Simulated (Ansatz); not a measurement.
# Cl on Au(111): change of the work function, part 3 of 3

How does Cl on the fcc site change the work function of Au(111) as the layer fills?

Ansatz 0.2.0; plane-wave DFT, PBE, Ansatz PAW.

So far, work function, upper face (eV): step 2 (the clean slab) 5.16; step 3 (17 atoms, coverage 0.25 ML, cell 2x2) 5.97.

## 4. The covered slab, k-mesh 12×12×1, coverage 1 ML

System of this step: Cl/Au(111). The cell holds 5 atoms: 4 Au and 1 Cl. Cell: a = 2.885 Å, b = 2.885 Å, c = 27.091 Å, α = 90.0°, β = 90.0°, γ = 60.0°. Vacuum lies along c.

Another coverage, to see how the dipoles act on each other as their distance changes.

Contents of input.yaml:

```yaml
crystal:
  lattice:
    - [2.8849956672, 0.0, 0.0]
    - [1.4424978336, 2.4984795376, 0.0]
    - [0.0, 0.0, 27.090689409]
  atoms:
    - { symbol: Au, position: [0.0, 0.0, 0.3322174591] }
    - { symbol: Au, position: [0.3333333333, 0.3333333333, 0.4191694396] }
    - { symbol: Au, position: [0.6666666667, 0.6666666667, 0.5091267507] }
    - { symbol: Au, position: [0.0, 0.0, 0.6013907274] }
    - { symbol: Cl, position: [0.3333333333, 0.3333333333, 0.6677825409] }
kpoints:
  mp_grid: { grid: [12, 12, 1] }
hamiltonian:
  xc: pbe
scf:
  occupations: { method: fermi_dirac, width: 0.1 }
  convergence: { dr2_threshold: 1.0e-08 }
efield:
  axis: 3
  dipole_correction: true
  ramp_position: 0.97
  ramp_width: 0.06
relax:
  f_tol: 0.02
  max_steps: 60
  constraints: [{ sites: [0, 1] }]
output:
  write_potential: true
  write_density: true
  volumetric_format: npy
```

Run with:

```
$ ansatz run input.yaml --threads 4 --pin off --max-ram 6144MiB --backend cpu --events-out ev --progress --plain --runs-dir out
```

Numbers of over 12 decimals in the logs are rounded to 6 here.

Output:

```text
[...]
Crystal: 5 atoms, lattice volume = 195.272 Å³
Basis set: ecut = 420 eV, 3811 PW (Γ), exchange–correlation on 40×40×384 points (8 copies of the dense FFT grid, shifted against one another)
Bands: 50, of which v1, the nominal top of the filled ones, is band 42 counted from 1 (41 counted from 0)
Symmetry: 6 space group operations
[...]
k-points: 19 of 144 (time reversal used)
[...]
SCF iter   1: F=—  HF=-53675.139501 eV  |F-HF|=—  |Δ(HF+E_count)|=         —  Δρ=8.20e-3  dr2=3.19e0  ethr=1.77e-3  p=-0.047 e·Å  D=-4.39e-2 V/Å  ΔV_dip=1.19 eV  dr2_dipole=1.84e0  V_vac-E_F(+/−)=5.67/4.48 eV  ⟨swp⟩=10.0  Hψ=4502  notcnv=0  defer=18
[...]
SCF iter  10: F=-53675.076190 eV  HF=-53675.076190 eV  |F-HF|=3.04e-8  |Δ(HF+E_count)|=   3.10e-8  Δρ=7.49e-7  dr2=1.21e-9  ethr=1.20e-11  p=-0.018 e·Å  D=-1.65e-2 V/Å  ΔV_dip=0.45 eV  dr2_dipole=4.92e-11  V_vac-E_F(+/−)=5.64/5.20 eV  ⟨swp⟩=9.9  Hψ=6635  notcnv=0
SCF 1 converged in 10 iterations: F = -53675.076190 eV  dr2 = 1.21e-9
[...]
relax step   1: F+E_penalty+E_count = -53675.07618977 eV  Δ(F+E_penalty+E_count) = +0.000e0 eV  max|allowed force component| = 3.439e0 eV/Å  Δτ_max = 0.0000 Å  (10 SCF iters, accepted)
[...]
SCF iter   9: F=-53675.533272 eV  HF=-53675.533272 eV  |F-HF|=6.45e-9  |Δ(HF+E_count)|=   1.81e-8  Δρ=7.67e-7  dr2=4.01e-9  ethr=1.20e-11  p=-0.034 e·Å  D=-3.14e-2 V/Å  ΔV_dip=0.85 eV  dr2_dipole=2.26e-10  V_vac-E_F(+/−)=6.03/5.18 eV  ⟨swp⟩=9.7  Hψ=6614  notcnv=0
SCF 2 converged in 9 iterations: F = -53675.533272 eV  dr2 = 4.01e-9
[...]
relax step   2: F+E_penalty+E_count = -53675.53327196 eV  Δ(F+E_penalty+E_count) = -4.571e-1 eV  max|allowed force component| = 1.152e0 eV/Å  Δτ_max = 0.1886 Å  (9 SCF iters, accepted)
[...]
SCF iter   9: F=-53675.733588 eV  HF=-53675.733588 eV  |F-HF|=6.33e-10  |Δ(HF+E_count)|=   1.08e-8  Δρ=1.12e-6  dr2=7.57e-9  ethr=1.20e-11  p=-0.044 e·Å  D=-4.10e-2 V/Å  ΔV_dip=1.11 eV  dr2_dipole=2.39e-9  V_vac-E_F(+/−)=6.31/5.20 eV  ⟨swp⟩=8.0  Hψ=6802  notcnv=0
SCF 3 converged in 9 iterations: F = -53675.733588 eV  dr2 = 7.57e-9
relax step   3: F+E_penalty+E_count = -53675.73358793 eV  Δ(F+E_penalty+E_count) = -2.003e-1 eV  max|allowed force component| = 4.447e-1 eV/Å  Δτ_max = 0.1977 Å  (9 SCF iters, accepted)
[...]
relax step   4: F+E_penalty+E_count = -53675.78673193 eV  Δ(F+E_penalty+E_count) = -5.314e-2 eV  max|allowed force component| = 2.032e-1 eV/Å  Δτ_max = 0.2000 Å  (9 SCF iters, accepted)
[...]
relax step   5: F+E_penalty+E_count = -53675.80539120 eV  Δ(F+E_penalty+E_count) = -1.866e-2 eV  max|allowed force component| = 1.993e-2 eV/Å  Δτ_max = 0.2000 Å  (9 SCF iters, accepted)
SCF iter   1: F=—  HF=-53675.805489 eV  |F-HF|=—  |Δ(HF+E_count)|=         —  Δρ=3.70e-4  dr2=8.63e-4  ethr=8.47e-6  p=-0.057 e·Å  D=-5.32e-2 V/Å  ΔV_dip=1.44 eV  dr2_dipole=4.86e-4  V_vac-E_F(+/−)=6.65/5.21 eV  ⟨swp⟩=3.1  Hψ=1922  notcnv=0  defer=34
[...]
SCF iter   6: F=-53675.805636 eV  HF=-53675.805636 eV  |F-HF|=9.37e-9  |Δ(HF+E_count)|=   2.06e-8  Δρ=1.12e-6  dr2=2.54e-9  ethr=1.20e-11  p=-0.058 e·Å  D=-5.41e-2 V/Å  ΔV_dip=1.47 eV  dr2_dipole=9.16e-12  V_vac-E_F(+/−)=6.67/5.21 eV  ⟨swp⟩=7.9  Hψ=6804  notcnv=0
SCF 6 converged in 6 iterations: F = -53675.805636 eV  dr2 = 2.54e-9
relax step   6: F+E_penalty+E_count = -53675.80563603 eV  Δ(F+E_penalty+E_count) = -2.448e-4 eV  max|allowed force component| = 1.385e-3 eV/Å  Δτ_max = 0.0238 Å  (6 SCF iters, accepted)
[...]
SCF converged after 6 iterations
Free energy (F): -53675.805636 eV
[...]
Internal energy: -53675.738633 eV  (E = F + TS)
E sigma→0 (E₀):  -53675.772135 eV
Entropy (-TS):   -0.067003 eV (-13.401 meV/atom)
Fermi energy:    4.391406 eV
Dipole field:    D = -0.054125 V/Å  (p = -0.058409 e·Å, saw-weighted, corrected)
Work function:   Φ+ = 6.6714 eV   Φ− = 5.2051 eV
[...]
--- Forces (eV/Å), atoms counted from 1 ---
  atom   1  Au     0.00000000     0.00000000    -0.53140419
  atom   2  Au    -0.00000000     0.00000000     0.53284001
  atom   3  Au    -0.00000000     0.00000000    -0.00138520
  atom   4  Au     0.00000000     0.00000000    -0.00097636
  atom   5  Cl    -0.00000000     0.00000000     0.00094388
  max |Σ_I F_I| component: 1.81e-5 eV/Å
--- Band table (eV; the first three rows and the last of 19) ---
  k-point 0: bands = [... 38 lower, 2.1083, 2.3792, 2.3792, 3.7335, 5.3129, 5.3129, 6.1357, 9.1964, ... 4 higher]
  k-point 1: bands = [... 38 lower, 2.1032, 2.3850, 2.5488, 4.1644, 4.7844, 5.2058, 6.4227, 9.3501, ... 4 higher]
  k-point 2: bands = [... 38 lower, 2.0838, 2.3971, 3.0478, 3.5414, 4.9040, 4.9310, 7.1664, 9.8125, ... 4 higher]
  k-point 18: bands = [... 38 lower, 2.3719, 3.2920, 7.3622, 7.3866, 7.4171, 7.9941, 9.2752, 9.4114, ... 4 higher]
--- Relaxed structure (6 steps of the walk, 6 accepted, 0 SCFs on fresh bases) ---
  F+E_penalty+E_count = -53675.80563603 eV   max|allowed force component| = 1.385e-3 eV/Å
  atoms:
[...]
- { symbol: Au, position: [0.333333, 0.333333, 0.4191694396] }
    - { symbol: Au, position: [0.666667, 0.666667, 0.509693] }
[...]
- { symbol: Cl, position: [0.333333, 0.333333, 0.693038] }
```

It took 20 s on 4 threads of Arm Neoverse V2, shared host; peak memory 0.62 GiB; 78 s of CPU time.

Step by step:

```
step  energy less that of the first step (eV)  largest force component (eV/Å)
   1                                   0.0000                          3.4390
   2                                  -0.4571                          1.1516
   3                                  -0.6574                          0.4447
   4                                  -0.7105                          0.2032
   5                                  -0.7292                          0.0199
   6                                  -0.7294                          0.0014
```

Forces are held to the 6 operations that the run works with; a distortion that breaks them can't arise in this run.

The atoms that moved most (Å):

```
atom     dx     dy      dz  length
 Cl5  0.000  0.000   0.684   0.684
 Au4  0.000  0.000  -0.044   0.044
 Au3  0.000  0.000   0.015   0.015
```

The relaxed structure:

```xyz
5
Lattice="2.8850 0.0000 0.0000 1.4425 2.4985 0.0000 0.0000 0.0000 27.0907" Properties=species:S:1:pos:R:3
Au    0.0000    0.0000    9.0000
Au    1.4425    0.8328   11.3556
Au    2.8850    1.6657   13.8079
Au    0.0000    0.0000   16.2476
Cl    1.4425    0.8328   18.7749
```

Numbers from this step:

| Item | Value |
| --- | --- |
| energy at zero smearing | -53675.7721 eV |
| work function, upper face | 6.671 eV |
| work function, lower face | 5.205 eV |
| dipole along the normal | -0.05841 e·Å |
| step between the vacuum levels | 1.466 eV |

Running mean over 2.356 Å of the planar mean; the ramp of the sawtooth is left out. Electron's electrostatic potential energy less the Fermi level against z:

```
z (Å)  electron's electrostatic potential energy less the Fermi level (eV)
  3.5                                                                 5.21
  4.0                                                                 5.20
  4.5                                                                 5.20
  5.0                                                                 5.20
  5.5                                                                 5.19
  6.0                                                                 5.14
  6.5                                                                 4.95
  7.0                                                                 4.13
  7.5                                                                 1.17
  8.0                                                                -3.37
  8.5                                                                -6.99
  9.0                                                                -8.22
  9.5                                                                -8.50
 10.0                                                                -8.60
 10.5                                                                -8.66
 11.0                                                                -8.69
 11.5                                                                -8.61
 12.0                                                                -8.16
 12.5                                                                -7.83
 13.0                                                                -7.97
 13.5                                                                -8.44
 14.0                                                                -8.48
 14.5                                                                -8.04
 15.0                                                                -7.76
 15.5                                                                -7.90
 16.0                                                                -8.23
 16.5                                                                -7.91
 17.0                                                                -6.19
 17.5                                                                -4.31
 18.0                                                                -3.28
 18.5                                                                -2.77
 19.0                                                                -2.24
 19.5                                                               -0.784
 20.0                                                                 2.47
 20.5                                                                 5.43
 21.0                                                                 6.45
 21.5                                                                 6.63
 22.0                                                                 6.66
 22.5                                                                 6.67
 23.0                                                                 6.67
 23.5                                                                 6.67
```

The relaxation took 6 steps and lowered the energy by 0.73 eV; the largest force on the free atoms ends at 0.0014 eV/Å.

The covered face has 6.67 eV, +1.51 eV against the clean one; the bare back face has moved by +0.12 eV, a measure of how thin the slab is.

## 5. Work function against coverage

This step: plane-wave DFT, PBE, Ansatz PAW; work function against coverage (Ansatz 0.2.0).

The runs are now put side by side.

Numbers from this step:

| Property | Result |
| --- | --- |
| work function of the clean face | 5.161 eV |
| largest change of the work function | 1.510 eV |

The work function of the covered face by coverage:

```
coverage (adsorbates/nm²)  work function of the covered face (eV)
                     0.00                                    5.16
                     3.47                                    5.97
                    13.87                                    6.67
```

The dipole per adsorbate comes from the change of the cell's dipole. Coverage, by row:

```
coverage (1/nm²)  coverage (ML)  work function (eV)  change (eV)  dipole per adsorbate, positive end outwards (debye)  mean height of the added atoms over the highest substrate atom (Å)
           3.468           0.25               5.971       0.8102                                               -0.582                                                               2.114
           13.87              1               6.671         1.51                                               -0.267                                                               2.527
```

## 6. Results

- work function of the clean face: 5.16 eV
- work function at 0.25 ML: 5.97 eV
- work function at 1 ML: 6.67 eV
- dipole per adsorbate at 0.25 ML, positive end outwards: -0.58 D

Cl raises the work function of Au(111) at the lowest coverage, by 0.81 eV: the adsorbate layer has its negative end outwards. At the highest coverage the adsorbates are pressed to about 2.9 Å, closer than unbonded atoms of this kind usually come, so a real layer may not reach it. The slab has 4 layers, at the tabulated experimental lattice constant, one starting site was run, and quantum-size effects of a slab this thin can reach one or two tenths of an eV.

[Logs are printed without paths, hosts, clocks, repeated set-up lines and the standing remarks that a program may print on its own settings, such as how far it seeks lower states.]

[Hosts, paths, dates, database ids (printed as entryN), source tags and the programs' standing remarks are cut or masked in the printed files.]

[Maps of the electrostatic potential energy from Ansatz leave out the sawtooth potential of an applied field or a dipole correction, so their vacuum need not be flat; planar profiles and work functions include it.]
